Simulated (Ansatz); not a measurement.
# What ZrCdS3 (model cell, started as cubic perovskite with Zr in the octahedra) distorts into, part 2 of 3

Aim: this structure of ZrCdS3 (model cell, started as cubic perovskite with Zr in the octahedra) is to be tested for unstable modes, and one is followed downhill.

Ansatz 0.2.0; DFT PBEsol, scalar-relativistic, plane waves, PAW; PAW set soft_1.

So far, highest frequency on the path or at a solved wavevector (cm⁻¹): step 2 (the dispersion) 467. Also lowest frequency on the path (cm⁻¹): step 2 -184.

The structure was built from a prototype and need not be the compound's stable phase.

## Step 5: Energy along the mode, all amplitudes (two of the runs are shown above)

An imaginary frequency means negative curvature, so the energy should fall and then rise again as anharmonic terms take over.

Numbers from this step:

- depth at the lowest point sampled: 298.1 meV/atom
- largest atomic shift at that point: 0.6 Å

The energy from the parent by largest atomic shift:

```tsv
largest atomic shift (Å)	energy from the parent (meV/atom)
0.000	0
0.040	-1.87
0.080	-7.36
0.140	-21.6
0.220	-50.4
0.320	-102
0.450	-191
0.600	-298
```

Displacement at unit largest shift by atom:

```tsv
atom	x (Å)	y (Å)	z (Å)	size
Cd1	0.000	0.000	0.000	0.000
Cd2	0.000	0.000	0.000	0.000
Zr3	0.000	0.000	0.000	0.000
Zr4	0.000	0.000	0.000	0.000
S5	0.707	0.707	0.000	1.000
S6	-0.707	-0.707	0.000	1.000
S7	0.707	0.000	0.707	1.000
S8	-0.707	0.000	-0.707	1.000
S9	0.000	0.707	-0.707	1.000
S10	0.000	-0.707	0.707	1.000
```

The lowest of the steps tried is the last one, at 0.6 Å, 298 meV/atom below the parent; the bottom of the well need not coincide with a step.

## Step 6: Relaxing from the distorted cell

Starting from the lowest point found, all atoms and the cell are let go, so that strain and other modes of the same symmetry can join in.

The input, input.yaml:

```yaml
crystal:
  lattice:
    - [4.9204475525, 4.9204475525, 0.0]
    - [4.9204475525, 0.0, 4.9204475525]
    - [4.9204475525, 0.0, -4.9204475525]
  atoms:
    - { symbol: Cd, position: [0.0, 0.5, 0.5] }
    - { symbol: Cd, position: [0.0, 0.0, 0.0] }
    - { symbol: Zr, position: [0.5, 0.25, 0.75] }
    - { symbol: Zr, position: [0.5, 0.75, 0.25] }
    - { symbol: S, position: [0.5862246908, 0.0, 1.0] }
    - { symbol: S, position: [0.4137753092, 0.5, 0.5] }
    - { symbol: S, position: [0.0, 0.0862246908, 0.5] }
    - { symbol: S, position: [0.0, 0.4137753092, 0.0] }
    - { symbol: S, position: [0.5862246908, -0.0862246908, 0.5] }
    - { symbol: S, position: [0.4137753092, 0.5862246908, 0.0] }
kpoints:
  mp_grid: { grid: [8, 8, 8] }
hamiltonian:
  xc: pbesol
  pseudopotentials: { kind: paw, azcp: { folder: soft_1 }, xc_functional: pbe }
scf:
  occupations: { method: methfessel_paxton, width: 0.2 }
output:
  forces: true
  stress: true
  eigenvalues: true
  write_density: true
  write_potential: true
  elf: true
  volumetric_format: npy
relax:
  adjacent_minimum: "off"
  f_tol: 0.002
  max_steps: 120
  cell: { stress_tol: 0.03 }
```

Command:

```console
> ansatz run input.yaml --threads 8 --pin off --max-ram 16384MiB --backend cpu --events-out ev --progress --plain --runs-dir out
```

Numbers of over 12 decimals in the logs are rounded to 6 here.

The program printed:

```text
[...]
Crystal: 10 atoms, lattice volume = 238.256 Å³
Basis set: ecut = 420 eV, 4645 PW (Γ), exchange–correlation on 96×96×96 points (8 copies of the dense FFT grid, shifted against one another)
Bands: 60, of which v1, the nominal top of the filled ones, is band 50 counted from 1 (49 counted from 0)
Symmetry: 12 space group operations
[...]
k-points: 65 of 512
[...]
SCF iter   1: F=—  HF=-29945.105342 eV  |F-HF|=—  |Δ(HF+E_count)|=         —  Δρ=3.52e-2  dr2=5.05e0  ethr=3.10e-3  ⟨swp⟩=6.8  Hψ=14932  notcnv=0
[...]
SCF iter   8: F=-29943.713731 eV  HF=-29943.713731 eV  |F-HF|=8.88e-9  |Δ(HF+E_count)|=   6.70e-7  S|Δr|=    0.00e0  Δρ=3.84e-6  dr2=4.14e-8  ethr=1.00e-10  ⟨swp⟩=18.6  Hψ=31246  notcnv=0
SCF 1 converged in 8 iterations: F = -29943.713731 eV  dr2 = 4.14e-8
[...]
relax step   1: F+E_penalty+E_count = -29943.71373098 eV  Δ(F+E_penalty+E_count) = +0.000e0 eV  max|allowed force component| = 7.869e-1 eV/Å  Δτ_max = 0.0000 Å  P = -5.052 GPa  Ω = 238.256 Å³  (8 SCF iters, dr2 threshold 1.00e-7 eV, accepted)
Crystal: 10 atoms, lattice volume = 219.898 Å³
Basis set: ecut = 420 eV, 4315 PW (Γ), exchange–correlation on 96×96×96 points (8 copies of the dense FFT grid, shifted against one another)
[...]
SCF iter   6: F=-29945.372834 eV  HF=-29945.372834 eV  |F-HF|=1.94e-7  |Δ(HF+E_count)|=   3.42e-6  S|Δr|=    0.00e0  Δρ=1.38e-5  dr2=4.25e-7  ethr=1.00e-9  ⟨swp⟩=14.0  Hψ=33649  notcnv=0
SCF 2 converged in 6 iterations: F = -29945.372834 eV  dr2 = 4.25e-7
relax step   2: F+E_penalty+E_count = -29945.37283383 eV  Δ(F+E_penalty+E_count) = -1.659e0 eV  max|allowed force component| = 4.797e-1 eV/Å  Δτ_max = 0.1962 Å  P = -0.608 GPa  Ω = 219.898 Å³  energy of the carried Pulay correction = +1.824e-3 eV  (6 SCF iters, dr2 threshold 1.00e-6 eV, accepted)
Crystal: 10 atoms, lattice volume = 220.344 Å³
Basis set: ecut = 420 eV, 4333 PW (Γ), exchange–correlation on 96×96×96 points (8 copies of the dense FFT grid, shifted against one another)
[...]
SCF iter   5: F=-29945.431240 eV  HF=-29945.431240 eV  |F-HF|=1.20e-8  |Δ(HF+E_count)|=   1.15e-7  S|Δr|=    0.00e0  Δρ=5.11e-6  dr2=5.55e-8  ethr=1.00e-9  ⟨swp⟩=12.9  Hψ=30653  notcnv=0
SCF 3 converged in 5 iterations: F = -29945.431240 eV  dr2 = 5.55e-8
relax step   3: F+E_penalty+E_count = -29945.43124025 eV  Δ(F+E_penalty+E_count) = -5.841e-2 eV  max|allowed force component| = 4.379e-1 eV/Å  Δτ_max = 0.0062 Å  P = -0.664 GPa  Ω = 220.344 Å³  energy of the carried Pulay correction = +1.778e-3 eV  (5 SCF iters, dr2 threshold 1.00e-6 eV, accepted)
[...]
relax step   4: F+E_penalty+E_count = -29945.53592191 eV  Δ(F+E_penalty+E_count) = -1.047e-1 eV  max|allowed force component| = 3.309e-1 eV/Å  Δτ_max = 0.1306 Å  P = +1.654 GPa  Ω = 215.479 Å³  energy of the carried Pulay correction = +2.285e-3 eV  (6 SCF iters, dr2 threshold 1.00e-6 eV, accepted)
[...]
relax step   5: F+E_penalty+E_count = -29945.61642630 eV  Δ(F+E_penalty+E_count) = -8.050e-2 eV  max|allowed force component| = 4.542e-3 eV/Å  Δτ_max = 0.0509 Å  P = -0.116 GPa  Ω = 219.475 Å³  energy of the carried Pulay correction = +1.868e-3 eV  (5 SCF iters, dr2 threshold 1.00e-6 eV, accepted)
[...]
relax step   6: F+E_penalty+E_count = -29945.61665987 eV  Δ(F+E_penalty+E_count) = -2.336e-4 eV  max|allowed force component| = 5.570e-4 eV/Å  Δτ_max = 0.0015 Å  P = -0.010 GPa  Ω = 219.290 Å³  energy of the carried Pulay correction = +1.887e-3 eV  (5 SCF iters, dr2 threshold 6.12e-8 eV, accepted)
Basis set: ecut = 420 eV, 4273 PW (Γ), exchange–correlation on 90×90×96 points (8 copies of the dense FFT grid, shifted against one another)
[...]
SCF iter   6: F=-29945.614801 eV  HF=-29945.614801 eV  |F-HF|=7.28e-12  |Δ(HF+E_count)|=  3.64e-11  S|Δr|=    0.00e0  Δρ=4.86e-8  dr2=5.96e-12  ethr=1.00e-12  ⟨swp⟩=8.4  Hψ=19628  notcnv=0
SCF 7 converged in 6 iterations: F = -29945.614801 eV  dr2 = 5.96e-12
relax step   7: F+E_penalty+E_count = -29945.61480117 eV  Δ(F+E_penalty+E_count) = +1.859e-3 eV  max|allowed force component| = 5.289e-4 eV/Å  Δτ_max = 0.0000 Å  P = -0.011 GPa  Ω = 219.290 Å³  stress off target by 1.66e-2 GPa  SCF on the basis re-selected at this cell (its energy is not comparable with the rows above)  (6 SCF iters)
basis re-selected at this cell: Δ(F+E_penalty+E_count) = +1.859e-3 eV, ΔP = -0.000 GPa vs the last step (what re-selecting the basis moved, of the pressure what is left beyond the Pulay correction that the steps carried, after the strain that the cell walked since its last selection, with what the two solves' SCF thresholds leave and, on support functions, any second-order correction that the steps lacked; it is no measure of the basis error at this ecutwfc). The dense FFT grid was sized anew with the basis: this SCF ran on 45×45×48 points, the steps before it on 48×48×48, so part of this shift can come from that change (see relax.cell in the input reference). [rest of the remark cut]
SCF converged after 6 iterations
[...]
Free energy (F): -29945.614801 eV
[...]
Internal energy: -29945.614837 eV  (E = F + TS)
E sigma→0 (E₀):  -29945.614810 eV
Entropy (-TS):   0.000036 eV (0.004 meV/atom)
Fermi energy:    8.426980 eV
[...]
--- Forces (eV/Å), atoms counted from 1 ---
  atom   1  Cd     0.00000000     0.00000000     0.00000000
  atom   2  Cd     0.00000000     0.00000000    -0.00000000
  atom   3  Zr     0.00000000    -0.00000000    -0.00000000
  atom   4  Zr    -0.00000000     0.00000000     0.00000000
  atom   5  S     -0.00052887    -0.00052887     0.00000000
  atom   6  S      0.00052887     0.00052887    -0.00000000
  atom   7  S     -0.00052887     0.00000000    -0.00052887
  atom   8  S      0.00052887    -0.00000000     0.00052887
  atom   9  S     -0.00000000    -0.00052887     0.00052887
  atom  10  S      0.00000000     0.00052887    -0.00052887
  max |Σ_I F_I| component: 1.19e-18 eV/Å
--- Stress (GPa, compression-positive) ---
       -0.010906      -0.005655      -0.005655
       -0.005655      -0.010906       0.005655
       -0.005655       0.005655      -0.010906
  P = ⅓ Tr σ = -0.0109 GPa (-0.109 kbar)
--- Band table (eV; the first three rows and the last of 65) ---
  k-point 0: bands = [... 46 lower, 7.5568, 7.7780, 7.7780, 7.9924, 9.1093, 9.1793, 9.1793, 10.3347, ... 6 higher]
  k-point 1: bands = [... 46 lower, 7.4602, 7.6877, 7.8136, 7.8136, 9.2157, 9.3630, 9.3630, 10.4220, ... 6 higher]
  k-point 2: bands = [... 46 lower, 7.3551, 7.3551, 7.7859, 7.7859, 9.3910, 9.7572, 9.7572, 10.6001, ... 6 higher]
  k-point 64: bands = [... 46 lower, 6.8484, 7.0740, 7.2142, 7.3882, 9.1847, 9.4368, 9.5346, 10.4208, ... 6 higher]
--- Relaxed structure (6 steps of the walk, 6 accepted, 1 SCFs on fresh bases) ---
  F+E_penalty+E_count = -29945.61480117 eV   max|allowed force component| = 5.289e-4 eV/Å   (the final SCF, on the basis selected at the relaxed cell)
  cell:  # Å, volume = 219.2899 Å³
    - [4.677168, 4.677168, 5.551115123125783e-17]
    - [4.677168, 5.551115123125783e-17, 4.677168]
    - [4.900479, -0.223311, -4.900479]
  atoms:
    - { symbol: Cd, position: [-1.6263032587282567e-18, 0.500000, 0.500000] }
    - { symbol: Cd, position: [-1.128172806212587e-18, 8.46129604659437e-19, 8.461296046594342e-19] }
    - { symbol: Zr, position: [0.5, 0.250000, 0.75] }
    - { symbol: Zr, position: [0.500000, 0.750000, 0.250000] }
    - { symbol: S, position: [0.626535, 1.1102230246251565e-16, 1.000000] }
    - { symbol: S, position: [0.373465, 0.500000, 0.5] }
    - { symbol: S, position: [-8.673617379884035e-18, 0.126535, 0.5] }
    - { symbol: S, position: [1.734723475976807e-18, 0.373465, -2.7755575615628914e-17] }
    - { symbol: S, position: [0.626535, -0.126535, 0.500000] }
    - { symbol: S, position: [0.373465, 0.626535, -1.1102230246251565e-16] }
```

Run time: 46 s. Hardware: 8 threads of AMD EPYC 7B13 (Zen 3), shared host; peak memory 1.4 GiB.

The steps of the relaxation:

```tsv
step	energy less that of the first step (eV)	largest force component (eV/Å)	pressure (GPa)	volume (Å³)
1	0.0000	0.7869	-5.05	238.26
2	-1.6591	0.4797	-0.61	219.90
3	-1.7175	0.4379	-0.66	220.34
4	-1.8222	0.3309	1.65	215.48
5	-1.9027	0.0045	-0.12	219.47
6	-1.9029	0.0006	-0.01	219.29
7*	-1.9011	0.0005	-0.01	219.29
```

Relaxation steps marked * repeat the geometry before them on a plane-wave basis chosen anew for their cell, so energy and pressure can jump there.

The run keeps the 12 symmetry operations that it works with, so distortions that break them were not tested.

```tsv
conventional cell, symmetrised	before	after	change
a (Å)	6.959	6.615	-4.9 %
b (Å)	6.959	6.615	-4.9 %
c (Å)	17.045	17.363	+1.9 %
volume (Å³/atom)	23.83	21.93	-8.0 %
```

The atoms that moved most (Å, as changes of fractional coordinates times the final cell):

```tsv
atom	dx	dy	dz	length
S5	0.189	0.189	0.000	0.267
S9	0.000	0.189	-0.189	0.267
S7	0.189	0.000	0.189	0.267
S10	0.000	-0.189	0.189	0.267
S8	-0.189	0.000	-0.189	0.267
S6	-0.189	-0.189	0.000	0.267
```

Numbers from this step:

* pressure: -0.01091 GPa
* volume per atom: 21.93 Å³
* gap on the k-mesh: 0.9247 eV

Valence density in the ac plane of the conventional cell at fractional y = 0.000, with atoms of Cd and Zr and S within 0.2 Å of it. It is the smooth field of the valence electrons, not physical close to the nuclei.

Values in e/Å³, 13 rows by 16 columns, each cell a mean:
```
 2  1  0  0  0  0  0  0  0  0  1  1  1  1  1  2
 0  0  0  0  0  0  0  0  0  1  1  1  1  0  0  0
 4  1  0  0  0  1  1  1  0  0  0  0  0  0  1  3
12  4  1  0  1  1  1  1  0  0  0  0  0  0  2  9
 0  0  0  0  0  0  0  0  0  0  0  0  0  0  0  0
 1  0  0  0  0  0  0  0  0  1  1  1  1  1  0  0
 4  3  1  0  0  0  0  0  0  0  0  0  0  0  2  3
 0  0  0  1  1  1  1  0  0  0  0  0  0  0  0  0
 0  0  0  0  0  0  0  0  0  0  0  0  0  0  0  0
13  5  1  0  0  0  0  0  1  1  1  1  1  0  2 10
 2  1  0  0  0  0  0  0  0  0  1  0  0  0  0  1
 0  0  0  1  1  1  1  0  0  0  0  0  0  0  0  0
 2  2  1  1  1  1  0  0  0  0  0  0  0  0  1  2
```
Columns run along a (6.6 Å), rows up along c (17.4 Å), edges of the conventional cell, whose origin can differ from the input's. Atoms in or near the plane, at fractional coordinates: Cd at (0.00, 0.25), Cd at (0.00, 0.75), Zr at (0.00, 0.50), Zr at (0.00, 0.00), S at (0.63, 0.25), S at (0.37, 0.75).

ELF in the ac plane of the conventional cell at fractional y = 0.000, with atoms of Cd and Zr and S within 0.2 Å of it. It is the smooth field of the valence electrons, not physical close to the nuclei.

Ten even steps from '0' (0.03) to '9' (0.85), each cell a mean:
```
774000000368985377
211100003796369732
000000002697689840
000001221246875200
221258998520000012
852387338951001247
642388568851001236
110136886311110011
000000011358997410
001000003796469941
321000002798579633
585112100257774377
775479875100000267
225984599510001111
027996698410000000
001478753122100000
221000013799863112
853100037953596247
642100027975796236
110011112578752011
003689874111000000
027984588510000100
334896698410000013
585367763101210277
```
Columns run along a (6.6 Å), rows up along c (17.4 Å), edges of the conventional cell, whose origin can differ from the input's. Atoms in or near the plane, at fractional coordinates: Cd at (0.00, 0.25), Cd at (0.00, 0.75), Zr at (0.00, 0.50), Zr at (0.00, 0.00), S at (0.63, 0.25), S at (0.37, 0.75).

Electrostatic potential energy in the ac plane of the conventional cell at fractional y = 0.000, with atoms of Cd and Zr and S within 0.2 Å of it. With pseudopotentials it is smooth inside the atoms' cores, unlike the true potential.

Ten even steps from '0' (-36 eV) to '9' (13 eV), each cell a mean:
```
014899999998788620
678999999961115887
999999999962126999
999999999999999999
678998778999999986
235872112799999742
246873114899999743
789999889999999988
999999999998789999
999999999961115899
568999999972126875
003799999999888610
014787899999998620
678721138999999987
999831258999999999
999999999999999999
678999999987899986
235899999511158742
246899999621268743
789999999998999988
999987889999999999
999721038999999999
567731258999999875
003788999999998610
```
Columns run along a (6.6 Å; values clipped at the 3rd and 97th percentile), rows up along c (17.4 Å), edges of the conventional cell, whose origin can differ from the input's. Atoms in or near the plane, at fractional coordinates: Cd at (0.00, 0.25), Cd at (0.00, 0.75), Zr at (0.00, 0.50), Zr at (0.00, 0.00), S at (0.63, 0.25), S at (0.37, 0.75).

The distorted start has space group R-3c; the relaxation ends in R-3c.

## Step 7: The new phase in its own primitive cell

The relaxed structure is symmetrised, reduced to its primitive cell and relaxed tightly, as its phonons need.

The input, input.yaml:

```yaml
crystal:
  lattice:
    - [3.3072572664, 1.909445873, 5.7875150973]
    - [-3.3072572664, 1.909445873, 5.7875150973]
    - [0.0, -3.818891746, 5.7875150973]
  atoms:
    - { symbol: Cd, position: [0.25, 0.25, 0.25] }
    - { symbol: Cd, position: [0.75, 0.75, 0.75] }
    - { symbol: Zr, position: [0.5, 0.5, 0.5] }
    - { symbol: Zr, position: [0.0, 0.0, 0.0] }
    - { symbol: S, position: [0.3765346838, 0.75, 0.1234653162] }
    - { symbol: S, position: [0.6234653162, 0.25, 0.8765346838] }
    - { symbol: S, position: [0.8765346838, 0.6234653162, 0.25] }
    - { symbol: S, position: [0.1234653162, 0.3765346838, 0.75] }
    - { symbol: S, position: [0.25, 0.8765346838, 0.6234653162] }
    - { symbol: S, position: [0.75, 0.1234653162, 0.3765346838] }
kpoints:
  mp_grid: { grid: [6, 6, 6] }
hamiltonian:
  xc: pbesol
  pseudopotentials: { kind: paw, azcp: { folder: soft_1 }, xc_functional: pbe }
scf:
  occupations: { method: fixed }
output:
  forces: true
  stress: true
  eigenvalues: true
relax:
  adjacent_minimum: "off"
  f_tol: 0.001
  max_steps: 60
  cell: { stress_tol: 0.01 }
```

The program printed:

```text
[...]
Crystal: 10 atoms, lattice volume = 219.290 Å³
Basis set: ecut = 420 eV, 4273 PW (Γ), exchange–correlation on 96×96×96 points (8 copies of the dense FFT grid, shifted against one another)
Bands: 60, of which v1, the nominal top of the filled ones, is band 50 counted from 1 (49 counted from 0)
Symmetry: 12 space group operations
[...]
k-points: 32 of 216
[...]
- { symbol: Zr, position: [0.500000, 0.500000, 0.500000] }
    - { symbol: Zr, position: [0, 0, 0] }
    - { symbol: S, position: [0.376484, 0.75, 0.123516] }
    - { symbol: S, position: [0.623516, 0.25, 0.876484] }
    - { symbol: S, position: [0.876484, 0.623516, 0.250000] }
    - { symbol: S, position: [0.123516, 0.376484, 0.75] }
    - { symbol: S, position: [0.250000, 0.876484, 0.623516] }
    - { symbol: S, position: [0.75, 0.123516, 0.376484] }
[key lines of the parts left out:]
SCF converged after 7 iterations
Free energy (F): -29945.614415 eV
Fermi energy:    7.992053 eV
P = ⅓ Tr σ = 0.0050 GPa (0.050 kbar)
```

Elapsed: 9.7 s, on 8 threads; peak memory 1.1 GiB; 70 s of CPU time.

Little changed from the start: no atom moved by 0.005 Å and no cell edge by 0.1 %.

This step gave:

```yaml
pressure: 0.005037 GPa
gap_on_the_k_mesh: 0.9267 eV
direct_gap_on_mesh: 1.119 eV
```

The largest force component left is 0.87 meV/Å and the pressure is 0.005 GPa, within the tolerances set. The cell now holds 21.93 Å³/atom.

(Part 2 of 3 ends here.)

[Logs are printed without paths, hosts, clocks, repeated set-up lines and the standing remarks that a program may print on its own settings, such as how far it seeks lower states.]

[Hosts, paths, dates, database ids (printed as entryN), source tags and the programs' standing remarks are cut or masked in the printed files.]
